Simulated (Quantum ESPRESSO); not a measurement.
# AlNi (Pm-3m): coupling and resistivity with EPW, part 3 of 4

Wanted: λ, Tc and ρ(T) of AlNi (Pm-3m) from Quantum ESPRESSO and EPW.

Quantum ESPRESSO 7.5; DFT LDA, scalar-relativistic, plane waves, PseudoDojo 0.4.1 norm-conserving pseudopotentials.

So far. Step 3 (Ground state): The Fermi level lies at 14.79 eV and the pressure is -0.013 GPa. Step 4 (Phonons on the coarse mesh): The lowest mode off the zone centre lies at 108 cm⁻¹ and the highest of all solved modes at 372 cm⁻¹, so the solved wavevectors are stable. The acoustic modes at the centre lie within 23 cm⁻¹ of zero before the sum rule is imposed.

## 7. Wannier functions and couplings

Projections Al s, p and Ni s, p, d start 13 Wannier functions; states up to 2.5 eV over the Fermi level are frozen, and the projected functions are kept without the localisation step. Hamiltonian, force constants and couplings go to real space.

epw1.in

```
--
 &inputepw
    prefix='x',
    outdir='./tmp',
    dvscf_dir='./save',
    elph=.true.,
    etf_mem=1,
    nbndsub=13,
    bands_skipped='exclude_bands = 1-4',
    use_ws=.true.,
    vme='wannier',
    asr_typ='crystal',
    nk1=9,
    nk2=9,
    nk3=9,
    nq1=3,
    nq2=3,
    nq3=3,
    amass(1)=26.9815,
    amass(2)=58.6934,
    epwwrite=.true.,
    epwread=.false.,
    wannierize=.true.,
    num_iter=0,
    dis_win_max=54.79,
    dis_froz_max=17.291,
    proj(1)='Al:s;p',
    proj(2)='Ni:s;p;d',
    wdata(1)='dis_num_iter = 600',
    wdata(2)='guiding_centres = .true.',
    wdata(3)='num_print_cycles = 50',
    wdata(4)='dis_mix_ratio = 0.7',
    band_plot=.true.,
    filkf='path.dat',
    filqf='path.dat',
    fsthick=100.0,
    efermi_read=.true.,
    fermi_energy=14.7915,
 /
```

Run with:

```bash
$ OMP_NUM_THREADS=1 mpirun -n 8 epw.x -nk 8 -in epw1.in > epw1.out
```

Output:

```text
[the first part of the log is left out]
     Number of WS vectors for phonons      101
     Number of WS vectors for electron-phonon      101
     Maximum number of cores for efficient parallelization      202
     Inside velocity step 1
     Velocity matrix elements calculated
     Writing Hamiltonian, Dynamical matrix and EP vertex in Wann rep to file
     ===================================================================
     Memory usage:  VmHWM =       627Mb
                   VmPeak =      1095Mb
     ===================================================================
     Using q-mesh file: path.dat
     WARNING: q-point weigths do not add up to 1 [loadqmesh_serial]
     Size of q point mesh for interpolation:         64
     Using k-mesh file: path.dat
     WARNING: k-point weigths do not add up to 1 [loadkmesh_para]
     Size of k point mesh for interpolation:         64
     Fermi energy coarse grid =  14.791453 eV
     ===================================================================
     Fermi energy is read from the input file: Ef =  14.791500 eV
     ===================================================================
     Skipping    4 occupied bands:
     The Fermi level will be determined with  13.00000 electrons
              ibndmin =     1  ebndmin =     3.272 eV
              ibndmax =    13  ebndmax =    40.547 eV
     Number of ep-matrix elements per pool :         8112 ~=   63.38 Kb (@ 8 bytes/ DP)
     We only need to compute       64 q-points
     ===================================================================
     Memory usage:  VmHWM =       627Mb
                   VmPeak =      1095Mb
     ===================================================================
```

The job ended after 16 min (8 MPI ranks of Arm Neoverse V1, shared host).

This step gave:

```
r.m.s. error of the interpolated bands from 2 eV under to 1 eV over the Fermi level : 7.2 meV
largest error in that range                                                         : 37.2 meV
lowest interpolated frequency on the path                                           : 0 cm⁻¹
```

The electronic bands at the labelled points (eV, zero at the Fermi level; # counts the bands kept):

| point | #3 | #4 | #5 | #6 | #7 | #8 | #9 | #10 |
| --- | --- | --- | --- | --- | --- | --- | --- | --- |
| Γ | -3.53 | -1.68 | -1.68 | -1.68 | 5.68 | 5.68 | 5.68 | 8.41 |
| 0.44 of the way | -3.33 | -2.03 | -2.03 | -1.64 | 1.38 | 6.85 | 6.85 | 8.42 |
| X | -3.02 | -2.44 | -2.44 | -1.58 | -0.70 | 8.44 | 10.25 | 10.25 |
| 0.44 of the way | -2.84 | -2.64 | -2.37 | -1.89 | -0.74 | 5.50 | 5.68 | 11.65 |
| M | -3.00 | -3.00 | -2.27 | -2.27 | -1.11 | 1.54 | 2.74 | 12.68 |
| halfway | -3.40 | -2.49 | -2.06 | -1.97 | 1.08 | 2.78 | 8.52 | 9.15 |
| Γ | -3.53 | -1.68 | -1.68 | -1.68 | 5.68 | 5.68 | 5.68 | 8.41 |
| 0.53 of the way | -3.44 | -2.46 | -2.30 | -2.30 | 2.29 | 2.29 | 4.34 | 9.97 |
| R | -4.40 | -1.08 | -1.08 | 1.98 | 1.98 | 1.98 | 4.04 | 4.73 |
| halfway | -3.47 | -2.43 | -2.29 | -1.35 | -0.62 | 5.53 | 5.55 | 6.38 |
| X | -3.02 | -2.44 | -2.44 | -1.58 | -0.70 | 8.44 | 10.25 | 10.25 |

The same for Wannier interpolation:

| point | #3 | #4 | #5 | #6 | #7 | #8 | #9 | #10 |
| --- | --- | --- | --- | --- | --- | --- | --- | --- |
| Γ | -3.53 | -1.68 | -1.68 | -1.68 | 5.68 | 5.68 | 5.68 | 14.49 |
| X | -3.02 | -2.44 | -2.44 | -1.58 | -0.70 | 13.07 | 13.07 | 14.48 |
| M | -2.99 | -2.99 | -2.27 | -2.27 | -1.11 | 1.51 | 3.11 | 12.66 |
| Γ | -3.53 | -1.68 | -1.68 | -1.68 | 5.68 | 5.68 | 5.68 | 14.49 |
| R | -4.40 | -1.08 | -1.08 | 1.98 | 1.98 | 1.98 | 4.03 | 4.90 |
| X | -3.02 | -2.44 | -2.44 | -1.58 | -0.70 | 13.07 | 13.07 | 14.48 |

Phonon branches along the path, in cm⁻¹:

| point | branch 1 | branch 2 | branch 3 | branch 4 | branch 5 | branch 6 |
| --- | --- | --- | --- | --- | --- | --- |
| Γ | 0 | 0 | 0 | 309 | 309 | 309 |
| 0.44 of the way | 112 | 112 | 142 | 297 | 297 | 341 |
| X | 179 | 179 | 189 | 276 | 276 | 399 |
| 0.44 of the way | 149 | 156 | 189 | 272 | 323 | 385 |
| M | 110 | 110 | 203 | 267 | 368 | 368 |
| halfway | 103 | 160 | 181 | 284 | 338 | 339 |
| Γ | 0 | 0 | 0 | 309 | 309 | 309 |
| 0.53 of the way | 142 | 142 | 176 | 330 | 330 | 339 |
| R | 158 | 158 | 158 | 351 | 351 | 351 |
| halfway | 133 | 163 | 168 | 316 | 327 | 372 |
| X | 179 | 179 | 189 | 276 | 276 | 399 |

The phonon branches as a text plot (rows in cm⁻¹):

```
    390 |      *******                                      *****
    374 |     *       ******                              **
    357 |    *         **  ****                  *********
    341 |   *         *        **             *****   *****
    324 | **         *           **        ***           ***
    307 |***        *              ********                ***
    291 |   ***    *            ***                         ****
    274 |      *****************                               **
    258 |
    241 |
    224 |
    208 |               ****
    191 |      **** ****    ***            ***                  *
    174 |     ******          ****        *   *            ******
    158 |    **     **       *  *        *     ************  **
    141 |   **       **     *     *          **        ******
    125 |              **  *     * *    *   *
    108 |  **            ******** *       **
     91 |  *                     *     * *
     75 | *                       ***   *
     58 | *                        **
     42 |*                          ** *
     25 |*                           *
      8 |                             *
         Γ       X        M           Γ             R           X
```

Near the Fermi level the interpolated bands miss those of pw.x by 7 meV r.m.s. and 37 meV at most, each level matched to the nearest interpolated one; the r.m.s. value is under the 60 meV set for going on.

## 8. Coupling and Tc: fine k 16×16×16, q 8×8×8, width 0.15 eV, window 0.61 eV

The couplings are interpolated to a fine mesh near the Fermi level; their sum gives α²F and λ, and the linearised gap equation gives Tc.

a2f-1.in

```
--
 &inputepw
    prefix='x',
    outdir='./tmp',
    dvscf_dir='./save',
    elph=.true.,
    etf_mem=1,
    nbndsub=13,
    bands_skipped='exclude_bands = 1-4',
    use_ws=.true.,
    vme='wannier',
    asr_typ='crystal',
    nk1=9,
    nk2=9,
    nk3=9,
    nq1=3,
    nq2=3,
    nq3=3,
    amass(1)=26.9815,
    amass(2)=58.6934,
    epwwrite=.false.,
    epwread=.true.,
    wannierize=.false.,
    nkf1=16,
    nkf2=16,
    nkf3=16,
    nqf1=8,
    nqf2=8,
    nqf3=8,
    mp_mesh_k=.true.,
    ephwrite=.true.,
    eliashberg=.true.,
    liso=.true.,
    limag=.true.,
    tc_linear=.true.,
    tc_linear_solver='lapack',
    fsthick=0.61,
    degaussw=0.15,
    degaussq=0.5,
    nqstep=500,
    muc=0.13,
    wscut=0.3,
    nsiter=500,
    nstemp=7,
    temps=0.5 1.0 2.0 4.0 8.0 16.0 32.0,
 /
```

Run with:

```bash
$ OMP_NUM_THREADS=1 mpirun -n 8 epw.x -nk 8 -in a2f-1.in > a2f-1.out
```

Output:

```text
[the first part of the log is left out]
            Electron smearing (eV) =    0.150000000000000D+00
                 Fermi window (eV) =    0.610000000000000D+00
     Finish writing .ephmat files
     ===================================================================
     Memory usage:  VmHWM =       119Mb
                   VmPeak =       594Mb
     ===================================================================
     Finish writing dos file x.dos
     Finish writing phdos files x.phdos and x.phdos_proj
     ===================================================================
     Solve isotropic Eliashberg equations
     ===================================================================
     Finish reading freq file
                  Fermi level (eV) =     1.4784198726E+01
     DOS(states/spin/eV/Unit Cell) =     3.6806685146E-01
            Electron smearing (eV) =     1.5000000000E-01
                 Fermi window (eV) =     6.1000000000E-01
     Nr irreducible k-points within the Fermi shell =        69 out of       165
           2 bands within the Fermi window
     Finish reading egnv file
     Max nr of q-points =       296
     Finish reading ikmap files
     Start reading .ephmat files
     Finish reading .ephmat files
     a2f file is not found to estimate initial gap: calculating a2f files
     Finish reading a2f file
     Electron-phonon coupling strength =    0.2733991
     Estimated Tc using McMillan expression =   0.0039 K for muc =   0.1300
     Estimated Tc using Allen-Dynes modified McMillan expression =   0.0039 K
     Estimated Tc using SISSO machine learning model =   0.0045 K
     Estimated w_log =  22.1652 meV
     Estimated BCS superconducting gap using McMillan Tc =   0.0006 meV
     WARNING WARNING WARNING
     The code may crash since tempsmin =    0.500 K is larger than McMillan Tc =     0.004 K
     Start: Solving (isotropic) linearized Eliashberg equation with solver = lapack
     For the first Temp.    0.50  K
       Total number of frequency points nsiw(     1) =   1108
       Cutoff frequency wscut =     0.3001
     Superconducting transition temp. Tc is the one which has Max. eigenvalue close to 1
      -----------------------------------------------------------------
             Temp.       Max.         nsiw     wscut    Nr. of iters
             (K)       eigenvalue    (itemp)   (eV)      to Converge
      -----------------------------------------------------------------
             0.50      0.6614442     1108      0.3001        1
             1.00      0.5625423      554      0.3002        1
             2.00      0.4640477      277      0.3005        1
             4.00      0.3664378      139      0.3021        1
             8.00      0.2692994       69      0.3010        1
            16.00      0.1752593       35      0.3075        1
            32.00      0.0864295       17      0.3032        1
      -----------------------------------------------------------------
     Finish: Solving (isotropic) linearized Eliashberg equation
```

Elapsed: 5.1 min, on 8 MPI ranks; 41 min of CPU time.

This step gave:

```
coupling constant λ                  : 0.2734
log mean phonon energy ħω_log        : 22.17 meV
density of states at the Fermi level : 0.3681 states/eV a spin and cell
Fermi level on the fine mesh         : 14.78 eV
```

The a2F has structure finer than the step of the table below, so its rows give means over 2 meV, whole bins alone (the curve runs from 0.109 to 54.1 meV). Peaks (meV: height): 16.6: 0.201, 20.1: 0.292, 22.3: 0.265, 38.8: 0.0899, 42.7: 0.175, 47.1: 0.158.

A2F against phonon energy; means over each step:

| phonon energy (meV) | a2F |
| --- | --- |
| 6 | 1.8e-5 |
| 8 | 0.00221 |
| 10 | 0.00235 |
| 12 | 0.0181 |
| 14 | 0.0733 |
| 16 | 0.155 |
| 18 | 0.209 |
| 20 | 0.270 |
| 22 | 0.219 |
| 24 | 0.0457 |
| 26 | 4.8e-4 |
| 28 | 0 |
| 30 | 0 |
| 32 | 6.1e-4 |
| 34 | 0.0134 |
| 36 | 0.0371 |
| 38 | 0.0612 |
| 40 | 0.0735 |
| 42 | 0.141 |
| 44 | 0.102 |
| 46 | 0.115 |
| 48 | 0.0816 |
| 50 | 0.0209 |
| 52 | 3.3e-7 |

Tc lies where the eigenvalue is 1; mu* = 0.13. Eigenvalue against temperature:

| T (K) | largest eigenvalue of the linearised gap equation |
| --- | --- |
| 0.5 | 0.6614 |
| 1 | 0.5625 |
| 2 | 0.464 |
| 4 | 0.3664 |
| 8 | 0.2693 |
| 16 | 0.1753 |
| 32 | 0.08643 |

λ = 0.273 and ħω_log = 22.2 meV. The eigenvalue stays under 1 down to 0.5 K.

## 9. Resistivity: fine k 20×20×20, q 10×10×10, adaptive width, window 0.32 eV

The Boltzmann equation is solved by iteration on a fine mesh; only states within the window around the Fermi level enter.

bte-1.in

```
--
 &inputepw
    prefix='x',
    outdir='./tmp',
    dvscf_dir='./save',
    elph=.true.,
    etf_mem=1,
    nbndsub=13,
    bands_skipped='exclude_bands = 1-4',
    use_ws=.true.,
    vme='wannier',
    asr_typ='crystal',
    nk1=9,
    nk2=9,
    nk3=9,
    nq1=3,
    nq2=3,
    nq3=3,
    amass(1)=26.9815,
    amass(2)=58.6934,
    epwwrite=.false.,
    epwread=.true.,
    wannierize=.false.,
    nkf1=20,
    nkf2=20,
    nkf3=20,
    nqf1=10,
    nqf2=10,
    nqf3=10,
    mp_mesh_k=.true.,
    scattering=.true.,
    iterative_bte=.true.,
    epmatkqread=.false.,
    assume_metal=.true.,
    int_mob=.false.,
    carrier=.false.,
    ngaussw=-99,
    mob_maxiter=200,
    broyden_beta=0.7,
    fsthick=0.32,
    degaussw=0.0,
    nstemp=6,
    temps=150 200 273 300 400 500,
    restart=.false.,
    selecqread=.false.,
 /
```

Run with:

```bash
$ OMP_NUM_THREADS=1 mpirun -n 8 epw.x -nk 8 -in bte-1.in > bte-1.out
```

Output:

```text
[the first part of the log is left out]
     =============================================================================================
     Start solving iterative Boltzmann Transport Equation
     =============================================================================================
     Iteration number:         1
     =============================================================================================
       Temp     Fermi        DOS        Population SR                 Conductivity
        [K]      [eV]    [states/Ry] [carriers per cell]               [Ohm.cm]^-1
     =============================================================================================
      150.000  14.7704   0.22017E+02   0.70499E-14    0.433237E+06   -0.107044E-11    0.000000E+00
                                      -0.71054E-14    0.107044E-11    0.433237E+06    0.000000E+00
                                       0.00000E+00    0.000000E+00    0.000000E+00    0.433237E+06
      200.000  14.7721   0.13641E+02  -0.28588E-13    0.299336E+06    0.535218E-12    0.000000E+00
                                       0.34972E-14    0.000000E+00    0.299336E+06    0.000000E+00
                                       0.00000E+00    0.000000E+00    0.000000E+00    0.299336E+06
      273.000  14.7741   0.25947E+01   0.17764E-13    0.200675E+06   -0.535218E-12    0.000000E+00
                                      -0.35527E-14    0.000000E+00    0.200675E+06    0.000000E+00
                                       0.00000E+00    0.000000E+00    0.000000E+00    0.200675E+06
      300.000  14.7748   0.13787E+01  -0.88818E-14    0.178462E+06   -0.535218E-12    0.000000E+00
                                       0.17764E-14    0.267609E-12    0.178462E+06    0.000000E+00
                                       0.00000E+00    0.000000E+00    0.000000E+00    0.178462E+06
      400.000  14.7770   0.15899E+00  -0.61617E-14    0.126832E+06    0.000000E+00    0.000000E+00
                                       0.00000E+00   -0.133805E-12    0.126832E+06    0.000000E+00
                                       0.00000E+00    0.000000E+00    0.000000E+00    0.126832E+06
      500.000  14.7791   0.80363E-01   0.55511E-15    0.988725E+05    0.401414E-12    0.000000E+00
                                      -0.99920E-15   -0.133805E-12    0.988725E+05    0.000000E+00
                                       0.00000E+00    0.000000E+00    0.000000E+00    0.988725E+05
                                                      0.433237E+06    Max error
     [...]
     Iteration number:        19
     =============================================================================================
       Temp     Fermi        DOS        Population SR                 Conductivity
        [K]      [eV]    [states/Ry] [carriers per cell]               [Ohm.cm]^-1
     =============================================================================================
      150.000  14.7704   0.22017E+02  -0.69389E-14    0.457033E+06    0.000000E+00    0.000000E+00
                                       0.14266E-13    0.535218E-12    0.457033E+06    0.000000E+00
                                       0.00000E+00    0.000000E+00    0.000000E+00    0.457033E+06
      200.000  14.7721   0.13641E+02   0.35527E-14    0.317307E+06    0.000000E+00    0.000000E+00
                                       0.35250E-14    0.000000E+00    0.317307E+06    0.000000E+00
                                       0.00000E+00    0.000000E+00    0.000000E+00    0.317307E+06
      273.000  14.7741   0.25947E+01   0.00000E+00    0.213156E+06    0.535218E-12    0.000000E+00
                                      -0.44686E-14    0.936632E-12    0.213156E+06    0.000000E+00
                                       0.88818E-15    0.000000E+00    0.000000E+00    0.213156E+06
      300.000  14.7748   0.13787E+01  -0.35527E-14    0.189574E+06   -0.535218E-12    0.000000E+00
                                       0.35527E-14   -0.267609E-12    0.189574E+06    0.000000E+00
                                       0.00000E+00    0.000000E+00    0.000000E+00    0.189574E+06
      400.000  14.7770   0.15899E+00  -0.13267E-13    0.134635E+06   -0.133805E-12    0.669023E-13
                                       0.38858E-15    0.669023E-13    0.134635E+06    0.000000E+00
                                       0.00000E+00   -0.669023E-13    0.000000E+00    0.134635E+06
      500.000  14.7791   0.80363E-01   0.00000E+00    0.104849E+06    0.669023E-13    0.000000E+00
                                      -0.88818E-15    0.267609E-12    0.104849E+06    0.000000E+00
                                       0.00000E+00    0.000000E+00    0.000000E+00    0.104849E+06
                                                      0.368978E-06    Max error
```

Wall time 9.4 min (8 MPI ranks).

This step gave:

- iterations: 19
- resistivity at 300 K: 5.275 μΩ cm

Resistivity, by row:

| T (K) | rho_xx (μΩ cm) | rho_yy | rho_zz | relaxation-time approximation, mean of the axes (μΩ cm) |
| --- | --- | --- | --- | --- |
| 150 | 2.188 | 2.188 | 2.188 | 1.9 |
| 200 | 3.151 | 3.151 | 3.151 | 2.716 |
| 273 | 4.691 | 4.691 | 4.691 | 4.026 |
| 300 | 5.275 | 5.275 | 5.275 | 4.525 |
| 400 | 7.428 | 7.428 | 7.428 | 6.369 |
| 500 | 9.537 | 9.537 | 9.537 | 8.18 |

ρ(300 K) = 5.28 μΩ cm; the relaxation-time start gave 4.52. One mesh does not show convergence. The largest adaptive width printed is 0.38 eV, against a window of 0.32 eV outside which no state is counted.

(Part 3 of 4 ends here.)

[The logs of pw.x and epw.x are selected lines.]

[Logs are printed without paths, hosts, clocks, repeated set-up lines and the standing remarks that a program may print on its own settings, such as how far it seeks lower states.]

[Hosts, paths, dates, database ids (printed as entryN), source tags and the programs' standing remarks are cut or masked in the printed files.]
